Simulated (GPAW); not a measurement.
# STM contrast on 1T-MnSTe monolayer

What would a tunnelling microscope show on 1T-MnSTe monolayer?

Method: GPAW, PAW setups; layer in a repeated cell with vacuum, relaxation of atoms and in-plane cell, in the first sound run; inputs show where later runs differ, in GPAW 26.7.0.

### Step 1. Starting point

The cell holds 3 atoms: 1 Te, 1 Mn and 1 S. Cell: a = 3.555 Å, b = 3.555 Å, c = 20.761 Å, α = 90.0°, β = 90.0°, γ = 120.0°. Vacuum lies along c.

### Step 2. Relaxing the atoms

The atoms are relaxed first, since the surface dipole, and with it the work function, follows the positions of the outer layers.

File run.py:

```python
import json
import numpy as np
from ase import Atoms
from ase.filters import FrechetCellFilter
from ase.optimize import BFGS
from gpaw import GPAW, PW

slab = Atoms(
    ['Te', 'Mn', 'S'],
    positions=[
        [1.77760, 1.02630, 9.00000],
        [0.00000, 0.00000, 10.67769],
        [-0.00000, 2.05260, 11.76115]],
    cell=[[3.5552, 0.0, 0.0], [-1.7776, 3.0789, 0.0], [0.0, 0.0, 20.7612]],
    pbc=[True, True, True],
    magmoms=[0.0, 4.0, 0.0])

slab.calc = GPAW(mode=PW(600), xc='PBE', kpts={'size': (9, 9, 1), 'gamma': True},
                 occupations={'name': 'fermi-dirac', 'width': 0.05}, nbands='160%',
                 convergence={'density': 1e-05}, maxiter=200,
                 symmetry={'tolerance': 1e-3}, txt='slab.txt')
result = {}
# The in-plane cell is free; stress needs a cell that repeats along all three vectors
path = []
opt = BFGS(FrechetCellFilter(slab, mask=[1, 1, 0, 0, 0, 1]), maxstep=0.2)
opt.attach(lambda: path.append((slab.get_potential_energy(), slab.positions.tolist(), slab.get_forces().tolist())))
result['relaxed'] = bool(opt.run(fmax=0.02, steps=45))
result['path'] = path
result['cell'] = slab.cell.tolist()
print('in-plane lattice', slab.cell.cellpar().round(4)[[0, 1, 5]])
energy = slab.get_potential_energy()
fermi = slab.calc.get_fermi_level()
v = slab.calc.get_electrostatic_potential().mean((0, 1)) - fermi
n = slab.calc.get_pseudo_density().mean((0, 1))
L = slab.cell[2, 2]
z = np.arange(len(v)) * L / len(v)
low, high = slab.positions[:, 2].min(), slab.positions[:, 2].max()
below, above = np.interp([low - 6.8, high + 6.8], z, v)
slopes = [np.interp(x, z, np.gradient(v, z)) for x in (low - 6.8, high + 6.8)]
eps = np.array([[slab.calc.get_eigenvalues(k, s) for k in range(len(slab.calc.get_ibz_k_points()))]
                for s in range(slab.calc.get_number_of_spins())]) - fermi
top, bottom = eps[eps < 0].max(), eps[eps > 0].min()
dipole = slab.get_dipole_moment()[2]
print(f'energy {energy:.4f} eV, Fermi level {fermi:.4f} eV, dipole {dipole:.5f} e A')
print(f'potential 6.8 A off the faces, from the Fermi level: lower {below:.4f} eV, upper {above:.4f} eV')
print(f'slope of the potential there: lower {slopes[0]:.5f}, upper {slopes[1]:.5f} eV/A')
print(f'nearest levels on the mesh: {top:.4f} and {bottom:.4f} eV')
print('magnetic moment', round(slab.get_magnetic_moment(), 3))
result.update(energy=energy, fermi=fermi, dipole=dipole, below=below, above=above, slopes=slopes, edges=[top, bottom],
              z=z.tolist(), v=v.tolist(), n=n.tolist(), positions=slab.positions.tolist(),
              forces=slab.get_forces(apply_constraint=False).tolist(), moments=slab.get_magnetic_moments().tolist())
json.dump(result, open('result.json', 'w'))
```

On the command line:

```sh
$ OMP_NUM_THREADS=1 OPENBLAS_NUM_THREADS=1 python run.py
```

The log of the run:

```text
Step          Energy          fmax
BFGS:    0      -18.074789        0.545486
BFGS:    1      -18.083196        0.448849
BFGS:    2      -18.100896        0.103062
BFGS:    3      -18.101440        0.096825
BFGS:    4      -18.102455        0.110502
BFGS:    5      -18.103546        0.095571
BFGS:    6      -18.104285        0.058548
BFGS:    7      -18.104570        0.058710
BFGS:    8      -18.104669        0.041519
BFGS:    9      -18.104723        0.017649
in-plane lattice [  3.5464   3.5464 119.9999]
energy -18.0997 eV, Fermi level -1.6654 eV, dipole -0.08825 e A
potential 6.8 A off the faces, from the Fermi level: lower 4.8196 eV, upper 5.1203 eV
slope of the potential there: lower -0.07029, upper -0.07042 eV/A
nearest levels on the mesh: -0.0189 and 0.0464 eV
magnetic moment 3.03
```

The job ended after 12 min (1 thread of Intel Xeon at 2.60GHz (Ice Lake), shared host; peak memory 0.47 GiB).

Numbers from this step:

- dipole along the normal: -0.08825 e·Å
- levels nearest the Fermi level on the mesh: -0.01886, 0.04638 eV from the Fermi level
- site moments: -0.07782, 2.953, -3.69e-4 μB
- sum of the site moments: 2.874 μB

The electrostatic potential energy of an electron (without an applied field's), less the Fermi level, planar mean by z:

```
z (Å)  electrostatic potential energy of an electron (without an applied field's), less the Fermi level, planar mean (eV)
  0.0                                                                                                                4.97
  0.5                                                                                                                4.93
  1.0                                                                                                                4.90
  1.5                                                                                                                4.86
  2.0                                                                                                                4.83
  2.5                                                                                                                4.79
  3.0                                                                                                                4.76
  3.5                                                                                                                4.72
  4.0                                                                                                                4.69
  4.5                                                                                                                4.65
  5.0                                                                                                                4.62
  5.5                                                                                                                4.58
  6.0                                                                                                                4.53
  6.5                                                                                                                4.44
  7.0                                                                                                                4.19
  7.5                                                                                                                3.26
  8.0                                                                                                              -0.267
  8.5                                                                                                               -11.3
  9.0                                                                                                               -20.7
  9.5                                                                                                               -8.64
 10.0                                                                                                               -3.81
 10.5                                                                                                               -9.26
 11.0                                                                                                               -8.64
 11.5                                                                                                               -10.6
 12.0                                                                                                               -12.1
 12.5                                                                                                               0.459
 13.0                                                                                                                4.42
 13.5                                                                                                                5.25
 14.0                                                                                                                5.39
 14.5                                                                                                                5.40
 15.0                                                                                                                5.37
 15.5                                                                                                                5.34
 16.0                                                                                                                5.31
 16.5                                                                                                                5.27
 17.0                                                                                                                5.23
 17.5                                                                                                                5.20
 18.0                                                                                                                5.16
 18.5                                                                                                                5.13
 19.0                                                                                                                5.09
 19.5                                                                                                                5.06
 20.0                                                                                                                5.02
 20.5                                                                                                                4.99
```

The pseudo valence density, planar mean by z:

```csv
z (Å),"pseudo valence density, planar mean (e/Å³)"
5,4.8e-5
6,7.8e-4
7,0.0130
8,0.172
9,0.116
10,0.367
11,1.08
12,0.344
13,0.0592
14,0.00260
15,1.3e-4
```

Site moment by atom:

```csv
atom,site moment (μB)
Te1,-0.08
Mn2,2.95
S3,0.00
```

The relaxation lowered the energy of the cell by 0.0299 eV (energies extrapolated to zero smearing; the optimiser's log prints free energies). The largest force left on a free atom is 0.018 eV/Å.

### Step 3. Plane waves, PBE

The work function is the vacuum plateau of the electrostatic potential less the Fermi level; a dipole layer lets the two faces have plateaus of their own.

This step: GPAW, PAW setups; slab in vacuum (GPAW 26.7.0).

The cell differs from the one that the last finished run ended in (c 20.761 → 20.887 Å).

File run.py:

```python
import json
import numpy as np
from ase import Atoms
from ase.dft.stm import STM
from gpaw import GPAW, PW

slab = Atoms(
    ['Te', 'Mn', 'S'],
    positions=[
        [1.77321, 1.02377, 9.00000],
        [0.00000, -0.00000, 10.73927],
        [-0.00000, 2.04753, 11.88727]],
    cell=[[3.54642, 0.0, 0.0], [-1.77321, 3.0713, 0.0], [0.0, 0.0, 20.8873]],
    pbc=[True, True, False],
    magmoms=[0.0, 4.0, 0.0])

slab.calc = GPAW(mode=PW(400), xc='PBE', kpts={'size': (9, 9, 1), 'gamma': True},
                 occupations={'name': 'fermi-dirac', 'width': 0.05}, nbands='160%',
                 convergence={'density': 1e-05}, maxiter=200,
                 poissonsolver={'dipolelayer': 'xy'},
                 symmetry={'tolerance': 1e-3}, txt='slab.txt')
result = {}
energy = slab.get_potential_energy()
fermi = slab.calc.get_fermi_level()
v = slab.calc.get_electrostatic_potential().mean((0, 1)) - fermi
n = slab.calc.get_pseudo_density().mean((0, 1))
L = slab.cell[2, 2]
z = np.arange(len(v)) * L / len(v)
low, high = slab.positions[:, 2].min(), slab.positions[:, 2].max()
below, above = np.interp([low - 6.8, high + 6.8], z, v)
slopes = [np.interp(x, z, np.gradient(v, z)) for x in (low - 6.8, high + 6.8)]
eps = np.array([[slab.calc.get_eigenvalues(k, s) for k in range(len(slab.calc.get_ibz_k_points()))]
                for s in range(slab.calc.get_number_of_spins())]) - fermi
top, bottom = eps[eps < 0].max(), eps[eps > 0].min()
dipole = slab.get_dipole_moment()[2]
print(f'energy {energy:.4f} eV, Fermi level {fermi:.4f} eV, dipole {dipole:.5f} e A')
print(f'potential 6.8 A off the faces, from the Fermi level: lower {below:.4f} eV, upper {above:.4f} eV')
print(f'slope of the potential there: lower {slopes[0]:.5f}, upper {slopes[1]:.5f} eV/A')
print(f'nearest levels on the mesh: {top:.4f} and {bottom:.4f} eV')
print('magnetic moment', round(slab.get_magnetic_moment(), 3))
result.update(energy=energy, fermi=fermi, dipole=dipole, below=below, above=above, slopes=slopes, edges=[top, bottom],
              z=z.tolist(), v=v.tolist(), n=n.tolist(), positions=slab.positions.tolist(),
              forces=slab.get_forces(apply_constraint=False).tolist(), moments=slab.get_magnetic_moments().tolist())

# Images need the states of the whole zone, up to time reversal
slab.calc = slab.calc.fixed_density(symmetry={'point_group': False}, txt='states.txt', nbands='220%',
                                    convergence={'bands': 'CBM+0.8'})
stm = STM(slab)
result['stm'] = []
for bias in [-0.5, 0.5]:
    height = high + 4.0
    current = stm.get_averaged_current(bias, height)
    x, y, h = stm.scan(bias, current)
    i, f = divmod(height / L * stm.ldos.shape[2], 1)
    I = abs((1 - f) * stm.ldos[:, :, int(i)] + f * stm.ldos[:, :, int(i) + 1])
    print(f'bias {bias} V: mean current at 4.0 A {current:.4e}, corrugation {np.ptp(h):.4f} A')
    result['stm'].append(dict(bias=bias, current=current, h=(h - high).tolist(), I=I.tolist()))
json.dump(result, open('result.json', 'w'))
```

The log of the run:

```text
energy -18.0629 eV, Fermi level -1.6944 eV, dipole -0.06606 e A
potential 6.8 A off the faces, from the Fermi level: lower 4.4371 eV, upper 5.5290 eV
slope of the potential there: lower 0.00007, upper -0.00006 eV/A
nearest levels on the mesh: -0.0194 and 0.0452 eV
magnetic moment 3.03
bias -0.5 V: mean current at 4.0 A 2.1917e-06, corrugation 0.0987 A
bias 0.5 V: mean current at 4.0 A 2.7728e-06, corrugation 0.1650 A
```

Wall time 3 min (1 thread); peak memory 0.52 GiB.

This step gave:

```
dipole along the normal                    : -0.06606 e·Å
levels nearest the Fermi level on the mesh : -0.01938, 0.04520 eV from the Fermi level
upper work function                        : 5.529 eV
lower work function                        : 4.437 eV
site moments                               : -0.07721, 2.951, -5.77e-4 μB
corrugation -0.5                           : 0.09868 Å
corrugation 0.5                            : 0.1650 Å
sum of the site moments                    : 2.873 μB
```

Table of electrostatic potential energy of an electron (without an applied field's), less the Fermi level, planar mean by z:

z (Å), electrostatic potential energy of an electron (without an applied field's), less the Fermi level, planar mean (eV) and a bar from the least value:
```
      0.0        5.0 #############################
      0.5        4.4 #############################
      1.0        4.4 #############################
      1.5        4.4 #############################
      2.0        4.4 #############################
      2.5        4.4 #############################
      3.0        4.4 #############################
      3.5        4.4 #############################
      4.0        4.4 #############################
      4.5        4.4 #############################
      5.0        4.4 #############################
      5.5        4.4 #############################
      6.0        4.4 #############################
      6.5        4.4 #############################
      7.0        4.2 ############################
      7.5        3.4 ############################
      8.0        0.5 ########################
      8.5       -9.4 #############
      9.0      -20.7 
      9.5      -10.2 ############
     10.0       -3.7 ###################
     10.5       -8.5 ##############
     11.0       -9.2 #############
     11.5       -9.5 #############
     12.0      -13.6 ########
     12.5       -0.6 #######################
     13.0        4.2 #############################
     13.5        5.3 ##############################
     14.0        5.5 ##############################
     14.5        5.5 ##############################
     15.0        5.5 ##############################
     15.5        5.5 ##############################
     16.0        5.5 ##############################
     16.5        5.5 ##############################
     17.0        5.5 ##############################
     17.5        5.5 ##############################
     18.0        5.5 ##############################
     18.5        5.5 ##############################
     19.0        5.5 ##############################
     19.5        5.5 ##############################
     20.0        5.5 ##############################
     20.5        5.5 ##############################
```

Pseudo valence density, planar mean against z:

```csv
z (Å),"pseudo valence density, planar mean (e/Å³)"
5,4.5e-5
6,6.8e-4
7,0.0109
8,0.152
9,0.120
10,0.338
11,1.23
12,0.343
13,0.0703
14,0.00323
15,1.5e-4
```

Tip height over the top atom over a1 and a2. Sample bias -0.5 V, constant current at the mean current 4.0 Å over the top atom.

Values in Å, 12 rows by 16 columns, each cell a mean:
```
3.962 3.967 3.974 3.984 3.998 4.012 4.024 4.033 4.030 4.020 4.007 3.993 3.980 3.971 3.965 3.961
3.967 3.975 3.988 4.006 4.021 4.033 4.045 4.049 4.039 4.028 4.014 3.995 3.980 3.971 3.964 3.962
3.981 3.993 4.012 4.032 4.044 4.051 4.055 4.052 4.044 4.032 4.013 3.994 3.981 3.970 3.965 3.970
3.998 4.010 4.027 4.044 4.052 4.054 4.054 4.052 4.041 4.024 4.008 3.996 3.983 3.974 3.974 3.985
4.010 4.027 4.044 4.053 4.054 4.053 4.054 4.049 4.033 4.014 3.999 3.986 3.977 3.975 3.981 3.994
4.013 4.031 4.042 4.046 4.047 4.046 4.043 4.034 4.015 3.996 3.984 3.977 3.975 3.976 3.981 3.992
4.010 4.018 4.024 4.030 4.029 4.022 4.017 4.006 3.989 3.983 3.982 3.981 3.981 3.982 3.983 3.992
4.003 4.003 4.007 4.009 4.006 4.004 4.000 3.988 3.979 3.982 3.982 3.982 3.982 3.980 3.981 3.994
3.984 3.982 3.982 3.982 3.984 3.986 3.982 3.975 3.976 3.981 3.982 3.980 3.977 3.975 3.980 3.985
3.970 3.971 3.971 3.970 3.971 3.974 3.975 3.974 3.977 3.982 3.981 3.977 3.975 3.974 3.972 3.971
3.963 3.963 3.963 3.963 3.968 3.979 3.986 3.986 3.986 3.987 3.986 3.986 3.981 3.972 3.963 3.962
3.958 3.961 3.964 3.969 3.980 3.993 4.002 4.005 4.005 4.004 4.002 3.995 3.982 3.971 3.964 3.961
```
Columns: a1 from 0 to 0.944; rows upwards: a2 from 0 to 0.944.

Local density of states summed over the bias window over a1 and a2. Sample bias -0.5 V, constant height 4.0 Å over the top atom.

Ten even steps from '0' (1.98 × 1e-6 arbitrary) to '9' (2.58 × 1e-6 arbitrary):
```
000123456654321000
001234678764321000
012357899875321000
123578999875321000
234789999874321111
346899999864321112
457999999754321123
468999998643211123
467888876432111123
456777654322111223
444554443222112223
333333332111111123
222222221111111122
111111111112111111
000001111122111110
000001122222221100
000001233333321000
000012344444321000
```
Columns: a1 from 0 to 0.944; rows upwards: a2 from 0 to 0.944.

Tip height over the top atom over a1 and a2. Sample bias 0.5 V, constant current at the mean current 4.0 Å over the top atom.

Ten even steps from '_' (3.91 Å) to '@' (4.07 Å):
```
____..::--++**########**++--::..____
__..::--++**##%%%%%%##**++--::..____
..::--++**##%%%%%%%%##**++--::......
::--++**%%%%@@@@@@%%%%**++--::::::::
==++**##%%@@@@@@@@%%##**++==--::::--
++**##%%@@@@@@@@@@%%##**++==------==
**##%%%%@@@@@@@@%%%%##**++========++
**##%%%%@@@@@@%%%%##**++++======++++
**##%%%%%%%%%%%%##**++++++====++++++
**######%%######**++++++++++++++++++
****************++++++++++++++++++++
++++++++++++++++++++++++++++++++++++
==--------==========++++++++========
::::::::::----======++++++======----
........::::--====++++++++====--::::
______..::::--==++++++++++==--::::..
______..::--==++++++++++++==--::..__
______..::==++**********++==::..____
```
Columns: a1 from 0 to 0.944; rows upwards: a2 from 0 to 0.944.

Local density of states summed over the bias window over a1 and a2. Sample bias 0.5 V, constant height 4.0 Å over the top atom.

Ten even steps from '_' (2.26 × 1e-6 arbitrary) to '@' (3.47 × 1e-6 arbitrary):
```
____....::--++********++--::....____
__....::==++**######**++==::....____
....::==++**##%%%%##**++==::........
::::==++##%%%%@@%%%%##++==::::......
::--++**%%@@@@@@@@%%**++--::::....::
==++**##%%@@@@@@%%##**++==--::::::--
==**##%%@@@@@@@@%%##**====--------==
++**##%%%%@@%%%%##**++==----------==
++**####%%%%####**++==------------==
++******##******++==--------------==
==++++++++++++====----------------==
----======----==------------------==
::::::::::::------------------------
::......::::::------------------::::
............::----------------::....
______......::--------------::......
______....::--============--::....__
______..::::====++++++====::::..____
```
Columns: a1 from 0 to 0.944; rows upwards: a2 from 0 to 0.944.

The potential is flat to 7.0e-5 eV/Å where it is read, so the vacuum is wide enough.

### Step 4. Results

| Quantity | Value |
| --- | --- |
| work function, upper and lower face | 5.529 and 4.437 eV |
| dipole along the normal | -0.0661 e Å |
| corrugation at -0.5 V | 0.0987 Å |
| corrugation at 0.5 V | 0.165 Å |

**Reading.** The corrugation at constant current is largest at 0.5 V, where the tip height varies by 0.17 Å over the cell. Negative sample bias images filled states, positive bias empty ones. The two faces differ by 1.1 eV, the step that the slab's dipole makes (e p/(ε0 A) gives 1.1 eV), so the dipole layer is needed. The images are of Tersoff-Hamann type: an s-wave tip, no tip-sample forces, heights closer than in a microscope. The relaxation of atoms and cell ran in a fully periodic cell without the dipole layer, so the atoms of this polar layer felt a small spurious field. One magnetic start was tried; another order may lie lower. The layer's cell and atoms come from the relaxation; spin-orbit coupling and temperature are left out.

[Logs are printed without paths, hosts, clocks, repeated set-up lines and the standing remarks that a program may print on its own settings, such as how far it seeks lower states.]

[Hosts, paths, dates, database ids (printed as entryN), source tags and the programs' standing remarks are cut or masked in the printed files.]
